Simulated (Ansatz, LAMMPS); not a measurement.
# Glassy 75SiO2-25K2O (mol %) (60 atoms): a short ab initio trajectory

Wanted: a short trajectory of glassy 75SiO2-25K2O (mol %) (60 atoms) with its pair distributions.

Method: Kohn-Sham DFT, revPBE, PAW (set soft_2), plane waves, in Ansatz 0.2.0.

## 1. The starting structure

The cell holds 60 atoms: 15 Si, 10 K and 35 O. Its edges and angles: a = 9.950 Å, b = 9.950 Å, c = 9.950 Å, α = 90.0°, β = 90.0°, γ = 90.0°. 60 atoms (15 Si, 10 K, 35 O) placed at random at 2.39 g/cm³, melted at 4000 K for 10 ps at fixed volume with the Morse and Coulomb pair potential with partial charges (Pedone, Malavasi, Menziani, Cormack and Segre, J. Phys. Chem. B 110, 11780 (2006)). Quenched from 4000 K to 300 K at 50 K/ps and fixed volume, held 10 ps at zero pressure.

What the set-up can't give: The quench rate of 50 K/ps is orders of magnitude faster than experiment, which tends to freeze in extra defects. The starting topology of bonds comes from the classical model. Sampling is at Γ alone, for a cell whose shortest periodic width is 10 Å.

## 2. Single point at the start

A single point comes first, to see the forces before anything moves.

The input, input.yaml:

```yaml
crystal:
  lattice:
    - [9.95027, 0.0, 0.0]
    - [0.0, 9.95027, 0.0]
    - [0.0, 0.0, 9.95027]
  atoms:
    - { symbol: Si, position: [0.87361, 0.64111, 0.62669] }
    - { symbol: Si, position: [0.02383, 0.8794, 0.75073] }
    - { symbol: Si, position: [0.32282, 0.24967, 0.39574] }
    - { symbol: Si, position: [0.23637, 0.01093, 0.59742] }
    [... 50 atom lines left out ...]
    - { symbol: O, position: [0.321, 0.04292, 0.04101] }
    - { symbol: O, position: [0.22468, 0.88407, 0.4947] }
    - { symbol: O, position: [0.7014, 0.53854, 0.01929] }
    - { symbol: O, position: [0.30003, 0.40495, 0.41432] }
    - { symbol: O, position: [0.08473, 0.16104, 0.09653] }
    - { symbol: O, position: [0.09215, 0.65268, 0.06762] }
kpoints:
  mp_grid: { grid: [1, 1, 1] }
hamiltonian:
  xc: revpbe
scf:
  occupations: { method: gaussian, width: 0.05 }
output:
  forces: true
```

The run is started by

```bash
ansatz run input.yaml --threads 4 --pin off --max-ram 8192MiB --backend cpu --events-out ev --progress --plain --runs-dir out
```

It took 11 s on 4 threads of Arm Neoverse N1, shared host; peak memory 1 GiB.

Read from the output:

| Quantity | Value |
| --- | --- |
| free energy | -44940.8038 eV |
| free energy per atom | -749.0134 eV/atom |
| SCF cycles | 10 |
| r.m.s. force component | 1.533 eV/Å |
| longest force | 5.622 eV/Å |
| Fermi energy | 5.275 eV |

The r.m.s. force component of 1.5 eV/Å sets the starting point.

Length of the force by element:

```
element  coordination  atoms  mean length of the force (eV/Å)  spread  least  most
      K           all     10                            0.664   0.277  0.201  1.06
      O           all     35                             2.24    1.05  0.209  4.41
     Si           all     15                             3.46    1.27  0.915  5.62
```

## 3. Dynamics at 300 K

A Nosé–Hoover thermostat steers the temperature while disturbing the dynamics little. The time step is 1.0 fs.

input.yaml, as its differences from that of step 2:

```diff
@@ -15 +15,8 @@
   forces: true
+md:
+  timestep: 1.0
+  n_steps: 590
+  ensemble: nvt_nose_hoover
+  temperature: 300
+  initial_velocities: maxwell_boltzmann
+  seed: 922
```

It took 52 min on 4 threads; peak memory 1.2 GiB; 3.3 h of CPU time.

The program notes that it switched symmetry off.

Rows from the run:

```
time (fs)  T (K)  potential (meV/atom)  conserved (meV/atom)
      0.0    300                   0.0                  0.00
     39.0    494                 -30.9                 -0.17
     79.0    552                 -52.1                 -0.18
    118.0    433                 -47.9                 -0.16
    157.0    460                 -61.4                 -0.20
    197.0    386                 -62.0                 -0.20
    236.0    359                 -66.8                 -0.25
    275.0    333                 -70.2                 -0.22
    315.0    292                 -71.2                 -0.24
    354.0    305                 -77.6                 -0.28
    393.0    266                 -76.2                 -0.24
    433.0    229                 -73.8                 -0.24
    472.0    298                 -83.1                 -0.28
    511.0    266                 -78.5                 -0.26
    551.0    276                 -78.0                 -0.26
    590.0    288                 -76.9                 -0.27
```

Mean square displacement from the first frame to the last: Si 0.066 Å², K 0.72 Å², O 0.14 Å².

Table of mean square displacement by time lag:

```
time lag (fs)   K (Å²)   O (Å²)  Si (Å²)
            1   2.1e-5   5.4e-5   3.2e-5
           13  0.00355  0.00763  0.00434
           25   0.0129   0.0195  0.00952
           37   0.0274   0.0310   0.0124
           50   0.0479   0.0425   0.0156
           62   0.0698   0.0495   0.0188
           74   0.0932   0.0577   0.0226
           86    0.117   0.0680   0.0260
           99    0.141   0.0780   0.0295
          111    0.162   0.0860   0.0335
          123    0.181   0.0910   0.0353
          135    0.197   0.0928   0.0351
          148    0.213   0.0947   0.0358
          160    0.227   0.0968   0.0364
          172    0.240   0.0973   0.0356
          184    0.253   0.0965   0.0345
          197    0.268   0.0947   0.0343
          209    0.283   0.0931   0.0345
          221    0.298   0.0927   0.0342
          233    0.315   0.0932   0.0338
          246    0.333   0.0943   0.0347
          258    0.351   0.0950   0.0357
          270    0.369   0.0952   0.0362
          282    0.388   0.0964   0.0371
          295    0.409   0.0974   0.0380
```

Over the second half of 590 fs the temperature averages 277 K with swings of 26 K r.m.s. The conserved energy stays within 0.30 meV/atom. From first frame to last K has the largest mean square displacement, 0.72 Å² at the end; the farthest move is 1.63 Å. The count of bonds goes from 110 in the first frame to 111 in the last, by one set of cutoffs: 6 pairs passed out of them and 7 came within. The run spans 0.59 ps, too short for its means to be equilibrium values.

## 4. Distances and neighbours late in the run

The g(r) is a mean over the second half; what follows it is taken at the last frame.

Bonds before and after, by the cutoffs listed below:

```
pair  bonds before  bonds after  mean before (Å)  mean after (Å)  spread before (Å)  spread after (Å)
O-Si            60           60            1.619           1.655              0.047             0.048
 O-K            50           51            2.941           2.858              0.270             0.250
```

Density 2.31 g/cm³, 16.42 Å³ an atom.

Mean of 14 frames. Pair distribution functions g(r), in bins of 0.2 Å:

```
r (Å)  total   O-O   O-Si   O-K  Si-Si  Si-K   K-K
 1.50   0.78  0.00   2.68  0.00   0.00  0.00  0.00
 1.70   4.02  0.00  13.76  0.00   0.00  0.00  0.00
 1.90   0.00  0.00   0.02  0.00   0.00  0.00  0.00
 2.10   0.00  0.00   0.00  0.00   0.00  0.00  0.00
 2.30   0.01  0.00   0.00  0.03   0.00  0.00  0.00
 2.50   0.73  1.38   0.00  1.36   0.00  0.00  0.00
 2.70   2.45  5.77   0.00  2.47   0.00  0.00  0.00
 2.90   0.77  1.12   0.01  1.64   1.10  0.00  0.00
 3.10   0.76  0.29   0.16  1.09   5.97  0.30  0.29
 3.30   0.83  0.53   0.73  0.75   1.86  1.58  1.48
 3.50   1.01  0.67   1.27  0.63   0.02  2.50  3.05
 3.70   0.98  0.69   1.39  0.64   0.21  1.95  1.52
 3.90   1.00  0.68   1.66  0.66   0.16  1.24  1.46
 4.10   1.29  0.83   2.08  0.86   0.85  1.29  2.31
 4.30   1.22  0.81   1.90  0.83   1.45  1.06  1.78
 4.50   0.92  0.96   0.77  1.01   1.44  0.53  1.50
 4.70   1.08  1.35   0.70  1.36   1.15  0.56  1.11
 4.90   1.12  1.41   0.73  1.25   1.57  0.85  0.80
```

Bonds by pair of elements; cutoffs follow the first minimum of g(r), held within bounds set by covalent radii, and pairs that aren't listed don't count as bonded:

```
pair A-B  cutoff (Å)  bonds  mean length (Å)  spread (Å)  shortest (Å)  B about A  A about B
    O-Si        2.16     60             1.66       0.048          1.55       1.71          4
     O-K        3.43     51             2.86        0.25          2.46       1.46        5.1
```

How many atoms have how many bonded neighbours:

```
element  mean  1  2   3   4  5  6  7
      K   5.1  1  0   0   3  1  2  3
      O  3.17  0  9  15   7  4  0  0
     Si     4  0  0   0  15  0  0  0
```

Bond angles, per cent of each kind in bins of 5°:

```
angle (°)  O-K-O  O-Si-O  K-O-Si  K-O-K  Si-O-Si
    45–50    1.7     0.0     0.0    0.0      0.0
    50–55    7.4     0.0     0.0    0.0      0.0
    55–60    6.6     0.0     0.0    0.0      0.0
    60–65    2.5     0.0     0.0    2.4      0.0
    65–70    2.5     0.0     0.0    7.1      0.0
    70–75    3.3     0.0     0.0    4.8      0.0
    75–80    5.0     0.0     4.3   16.7      0.0
    80–85    5.8     0.0     5.8    7.1      0.0
    85–90    2.5     0.0    10.1    9.5      0.0
    90–95    5.8     1.1    10.1    7.1      0.0
   95–100    9.1     3.3    11.6    2.4      0.0
  100–105    7.4    22.2    11.6    4.8      0.0
  105–110    6.6    32.2    11.6    7.1      0.0
  110–115    4.1    22.2     0.0    9.5      0.0
  115–120    4.1    11.1     2.9    4.8      0.0
  120–125    4.1     7.8     8.7    0.0      4.0
  125–130    4.1     0.0     5.8    7.1      8.0
  130–135    3.3     0.0     7.2    0.0     16.0
  135–140    2.5     0.0     1.5    0.0     28.0
  140–145    0.8     0.0     4.3    0.0      8.0
  145–150    0.8     0.0     1.5    0.0      8.0
  150–155    1.7     0.0     0.0    0.0     20.0
  155–160    1.7     0.0     1.5    2.4      8.0
  160–165    3.3     0.0     0.0    7.1      0.0
  165–170    0.8     0.0     0.0    0.0      0.0
  170–175    1.7     0.0     1.5    0.0      0.0
  175–180    0.8     0.0     0.0    0.0      0.0
```

Bond angles (no mean is given where the spread exceeds 20°):

```
  angle  count  mean (°)  spread (°)
  O-K-O    121         -           -
 O-Si-O     90       109         6.3
 K-O-Si     69         -           -
  K-O-K     42         -           -
Si-O-Si     25       141         9.8
```

Oxygen atoms by the number of network formers (Si, P, Ge, B, Al, As, Ga) bound to them:

```
network formers bound to O  O atoms  per cent
                         0        0         0
                         1       10      28.6
                         2       25      71.4
```

Network units: each former by its oxygen neighbours and how many of them bridge to another former:

```
former  O neighbours  bridging O  atoms
    Si             4           2      1
    Si             4           3      8
    Si             4           4      6
```

Bond length by coordination (bonds to H left out):

```
element  coordination  atoms  mean bond length (Å)
      K             1      1                  2.62
      K             4      3                  2.75
      K             5      1                  2.77
      K             6      2                  2.85
      K             7      3                  2.96
      O             2      9                  1.67
      O             3     15                  2.10
      O             4      7                  2.42
      O             5      4                  2.66
```

Rings of the network by King's shortest-path rule, up to 12 atoms, one path for each pair of neighbours; H, halogens, alkali and alkaline-earth atoms are left out, and the last column divides by all other atoms, bonded or not:

```
ring size (atoms)  rings  per network atom
                8      5               0.1
               10      4              0.08
               12      3              0.06
```

First main peaks of g(r), for some of the pairs, lie near 2.7 Å (O-O), 1.6 Å (O-Si), 2.7 Å (O-K), 3.1 Å (Si-Si), 3.4 Å (Si-K) and 3.5 Å (K-K). Counting bonds as in the table, 30 % of K atoms have 4 and as many 7, 43 % of O atoms have 3 and all Si atoms have 4 bonded neighbours. 71 % of the oxygens bridge two formers (Si) and 29 % are non-bridging. The commonest Si unit has 4 oxygens, 3 of them shared with other formers (8 of 15 atoms). Rings of 8 atoms are the most common (42 % of those counted); sizes run from 8 to 12, where the search stops.

## 5. Single point at the last frame

The last frame is solved again with fuller output, to read the electronic structure of a thermally displaced geometry.

The input, input.yaml:

```yaml
crystal:
  lattice:
    - [9.95027, 0.0, 0.0]
    - [0.0, 9.95027, 0.0]
    - [0.0, 0.0, 9.95027]
  atoms:
    - { symbol: Si, position: [0.85475, 0.63746, 0.62134] }
    - { symbol: Si, position: [0.01608, 0.8716, 0.73475] }
    - { symbol: Si, position: [0.34126, 0.26609, 0.42444] }
    - { symbol: Si, position: [0.23492, 0.01384, 0.5781] }
    [... 50 atom lines left out ...]
    - { symbol: O, position: [0.32093, 0.04312, 0.04536] }
    - { symbol: O, position: [0.24466, 0.86426, 0.49169] }
    - { symbol: O, position: [0.71674, 0.52525, 0.00788] }
    - { symbol: O, position: [0.25811, 0.40692, 0.4211] }
    - { symbol: O, position: [0.12441, 0.2087, 0.13546] }
    - { symbol: O, position: [0.10198, 0.63649, 0.05668] }
kpoints:
  mp_grid: { grid: [1, 1, 1] }
hamiltonian:
  xc: revpbe
scf:
  occupations: { method: gaussian, width: 0.05 }
output:
  forces: true
  stress: true
  populations: intrinsic
  dos:
    method: { smearing: { sigma: 0.1 } }
    de: 0.1
    projected: { site_lists: { K: [K], O: [O], Si: [Si] } }
  eigenvalues: true
  write_density: true
  write_potential: true
  volumetric_format: npy
  elf: true
```

Elapsed: 18 s, on 4 threads; peak memory 1.1 GiB; 70 s of CPU time.

Read from the output:

```yaml
free_energy: -44945.4202 eV
free_energy_per_atom: -749.0903 eV/atom
scf_cycles: 10
pressure: 0.7121 GPa
r_m_s_force_component: 0.7329 eV/Å
longest_force: 2.98 eV/Å
fermi_energy: 5.239 eV
spacing_of_highest_filled_and_lowest_empty_level: 3.285 eV
```

Neighbours are counted within 2.16 Å (O-Si), 3.43 Å (O-K), the cutoffs taken from the dynamics.

Length of the force by element and coordination:

```
element  coordination  atoms  mean length of the force (eV/Å)  spread  least   most
      K           all     10                            0.339   0.121  0.113  0.517
      K             1      1                            0.278       0  0.278  0.278
      K             4      3                            0.311  0.0848  0.208  0.416
      K             5      1                            0.517       0  0.517  0.517
      K             6      2                            0.313   0.200  0.113  0.513
      K             7      3                            0.344  0.0391  0.288  0.375
      O           all     35                             1.08   0.574  0.103   2.36
      O             2      9                            0.988   0.360  0.285   1.37
      O             3     15                             1.19   0.631  0.103   2.36
      O             4      7                            0.910   0.519  0.246   1.89
      O             5      4                             1.21   0.700  0.425   2.34
     Si           all     15                             1.56   0.649  0.516   2.98
```

Intrinsic-atomic-orbital charges by element and coordination:

```
element  coordination  atoms  mean charge (e)  spread   least    most
      K           all     10            0.875  0.0097   0.864   0.900
      K             1      1            0.900       0   0.900   0.900
      K             4      3             0.87  0.0031   0.867   0.874
      K             5      1            0.864       0   0.864   0.864
      K             6      2            0.876  0.0026   0.873   0.878
      K             7      3            0.875  0.0056   0.868   0.880
      O           all     35           -0.964  0.0869   -1.12  -0.890
      O             2      9           -0.903  0.0096  -0.922  -0.890
      O             3     15           -0.921  0.0411   -1.07  -0.895
      O             4      7            -1.05  0.0732   -1.12  -0.930
      O             5      4            -1.11  0.0128   -1.12   -1.09
     Si           all     15             1.67   0.052    1.54    1.74
```

Density of states as counts of states in windows of 1 eV (from the Fermi level), total and the larger projections:

```
from (eV)  to (eV)  total   O p  Si p  K s
      -10       -9   11.7   8.2   1.4  0.0
       -9       -8   12.9   9.7   2.4  0.0
       -8       -7   13.5  10.4   2.6  0.0
       -7       -6   16.8  13.7   1.7  0.1
       -6       -5   31.8  27.3   2.1  0.2
       -5       -4   41.1  37.3   1.5  0.3
       -4       -3   34.3  32.0   0.9  0.3
       -3       -2   31.1  29.2   0.9  0.1
       -2       -1    4.7   4.4   0.2  0.0
       -1        1    0.0   0.0   0.0  0.0
        1        2    2.0   0.0   0.0  1.3
        2        3    0.0   0.0   0.0  0.0
        3        4   10.6   0.8   0.8  5.1
        4        5   21.3   1.7   4.6  3.0
```

Between -26 and -10 eV lie 142 more states.

The stored curve holds about 340 of the 360 electrons; the rest, give or take the few that broadening carries across the Fermi level, lie in deeper levels below its range.

The levels nearest the highest filled one (over half full), pooled over k-points and spins:

```
level less the highest filled one (eV)  occupation
                                -0.608           2
                                -0.534           2
                                -0.488           2
                                -0.424           2
                                -0.118           2
                                     0           2
                                  3.29           0
                                  4.77           0
                                  4.87           0
                                  5.16           0
                                  5.39           0
                                  5.53           0
```

Mean intrinsic-atomic-orbital charges: K +0.88, O -0.96, Si +1.67 e. The largest share in the top eV of filled states is O p (96 % of the projected weight), and in the lowest eV of empty states K s (70 % of the projected weight).

## 6. Summary of results

| Property | Result |
| --- | --- |
| mean temperature, second half | 277.3 K |
| temperature swing, second half | 26.08 K |
| slope of the conserved energy against time, by least squares | -0.2367 meV/atom/ps |
| free energy per atom | -749.0903 eV/atom |
| pressure | 0.7121 GPa |
| r.m.s. force component | 0.7329 eV/Å |
| gap (highest filled to lowest empty level) | 3.285 eV |
| wall time of the 3 DFT runs | 52 min |

What this shows: Over the second half of 590 fs the temperature averages 277 K with swings of 26 K r.m.s. The conserved energy stays within 0.30 meV/atom. The count of bonds goes from 110 in the first frame to 111 in the last, by one set of cutoffs: 6 pairs passed out of them and 7 came within. The run spans 0.59 ps, too short for its means to be equilibrium values. Counting bonds as in the table, 30 % of K atoms have 4 and as many 7, 43 % of O atoms have 3 and all Si atoms have 4 bonded neighbours. 71 % of the oxygens bridge two formers (Si) and 29 % are non-bridging. The highest filled and lowest empty levels differ by 3.29 eV (at Γ alone); a semilocal functional tends to put such gaps too low. In a disordered cell it changes from sample to sample, and tail or defect levels can set it.

**Limits.** The network of bonds at the start is that of the classical potential that made the cell; in DFT 6 of its 110 bonded pairs passed out of the cutoffs and 7 came within them. The stress is far from hydrostatic: its diagonal is 1.4, -1.7, 2.4 GPa, compression counted positive. The pressure of a single frame lacks the kinetic term, about 0.23 GPa here.

[Logs are printed without paths, hosts, clocks, repeated set-up lines and the standing remarks that a program may print on its own settings, such as how far it seeks lower states.]

[Hosts, paths, dates, database ids (printed as entryN), source tags and the programs' standing remarks are cut or masked in the printed files.]
